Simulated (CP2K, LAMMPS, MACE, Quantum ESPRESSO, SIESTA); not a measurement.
# Ranking relaxed geometries by hand: amorphous Hg33S25Se8 (66 atoms)

The cell holds 66 atoms (33 Hg, 25 S and 8 Se). Recipe: 66 atoms (33 Hg, 25 S, 8 Se) placed at random at 7.67 g/cm³, melted at 2500 K for 10 ps at fixed volume with the Stillinger-Weber II-VI potential (Zhou et al., Phys. Rev. B 88, 085309 (2013)). Quenched from 2500 K to 500 K at 1000 K/ps and fixed volume, held 5 ps, then minimised at fixed cell.

Each method relaxed the atoms from this start in the fixed cell; Quantum ESPRESSO 7.5 (PBE; plane waves, SSSP efficiency, 55/440 Ry; k-points Γ) then solved the start and every end.

```
                geometry  free energy (eV)  r.m.s. force (eV/Å)
                   start       -152177.708                0.400
end of MACE MPA-0 medium       -152192.958                0.109
 end of CP2K double zeta       -152193.317                0.063
       end of SIESTA DZP       -152190.558                0.220
```

Task: Find the energy that each relaxation gains per atom at this level, and what share of the best gain each reaches. Compare the gap between best and worst with kT at 300 K (25.9 meV).

Worked:

MACE MPA-0 medium: -152177.708 − (-152192.958) = 15.249 eV, or 231.1 meV an atom; 98 % of the best.

CP2K double zeta: -152177.708 − (-152193.317) = 15.608 eV, or 236.5 meV an atom; 100 % of the best.

SIESTA DZP: -152177.708 − (-152190.558) = 12.850 eV, or 194.7 meV an atom; 82 % of the best.

CP2K double zeta gains most. SIESTA DZP ends 2.758 eV higher for the cell, 41.8 meV an atom, which is 1.6 kT an atom and 107 kT for the cell.

Limits: no end is a minimum of this level; CP2K double zeta and SIESTA DZP stopped short of the threshold.

[Logs are printed without paths, hosts, clocks, repeated set-up lines and the standing remarks that a program may print on its own settings, such as how far it seeks lower states.]

[Hosts, paths, dates, database ids (printed as entryN), source tags and the programs' standing remarks are cut or masked in the printed files.]
